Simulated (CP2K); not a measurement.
Consider ethynyloxirane at its PBE geometry (Å).

```xyz
9

C     2.2307    0.3975   -0.2090
C     1.0875    0.1902    0.1386
C    -0.2536   -0.0792    0.5843
C    -1.3614   -0.3033   -0.3758
O    -1.2640    0.9456    0.3385
H     3.2354    0.5866   -0.5234
H    -0.3352   -0.5447    1.5713
H    -1.1466   -0.2436   -1.4455
H    -2.1929   -0.9492   -0.0790
```

Method: CP2K XAS_TDP, all-electron GAPW, PBEh(45%), aug-cc-pVDZ, TDA, GW2X-corrected core level, no relativity.

**Question.** Where do the C K-edge lines lie, and how strong are they?

Leading lines: C1 287.91 eV, C2 287.94 eV, C3 290.65 eV and C4 290.70 eV. The leading line of an atom is its first one with 35 % of the strongest within 2.5 eV of its lowest line over the strength cut. Core ionisation energies at this level: C2 292.43, C3 294.42, C1 292.47 and C4 294.02 eV.

The first six lines of each atom with a strength over 0.0015:

| atom | energy (eV) | states | strength, one atom | above the computed threshold |
| --- | --- | --- | --- | --- |
| C1 (bonded to C and H) | 287.91 | 1 | 0.0471 |  |
|  | 288.31 | 1 | 0.0459 |  |
|  | 290.65 | 1 | 0.0055 |  |
|  | 291.27 | 1 | 0.0051 |  |
|  | 291.72 | 1 | 0.0028 |  |
|  | 291.96 | 1 | 0.0024 |  |
| C2 (bonded to 2 C) | 287.94 | 1 | 0.0423 |  |
|  | 288.13 | 1 | 0.0491 |  |
|  | 291.81 | 1 | 0.0045 |  |
|  | 292.04 | 1 | 0.0023 |  |
|  | 292.57 | 1 | 0.0033 | yes |
|  | 293.02 | 1 | 0.0015 | yes |
| C3 (bonded to 2 C, O and H) | 290.65 | 1 | 0.0336 |  |
|  | 291.95 | 1 | 0.0123 |  |
|  | 292.63 | 1 | 0.0048 |  |
|  | 293.33 | 1 | 0.0058 |  |
|  | 293.45 | 1 | 0.0083 |  |
|  | 293.63 | 1 | 0.0027 |  |
| C4 (bonded to C, O and 2 H) | 290.70 | 1 | 0.0456 |  |
|  | 291.79 | 1 | 0.0147 |  |
|  | 291.90 | 1 | 0.0017 |  |
|  | 292.44 | 1 | 0.0202 |  |
|  | 293.06 | 1 | 0.0033 |  |
|  | 293.39 | 1 | 0.0066 |  |

Lines are vertical, at one geometry, with no vibrational structure. GW2X ionisation energies and lines can be off by 1 to 2 eV either way, and a good line position may hide errors that cancel. These values hold no scalar relativity, about 0.1 eV for C 1s. Rydberg lines, and the discretised continuum above threshold, depend on the basis and the box.

[Banner, clock and machine lines of the logs are left out without a mark of their own.]

[Logs are printed without paths, hosts, clocks, repeated set-up lines and the standing remarks that a program may print on its own settings, such as how far it seeks lower states.]

[Hosts, paths, dates, database ids (printed as entryN), source tags and the programs' standing remarks are cut or masked in the printed files.]
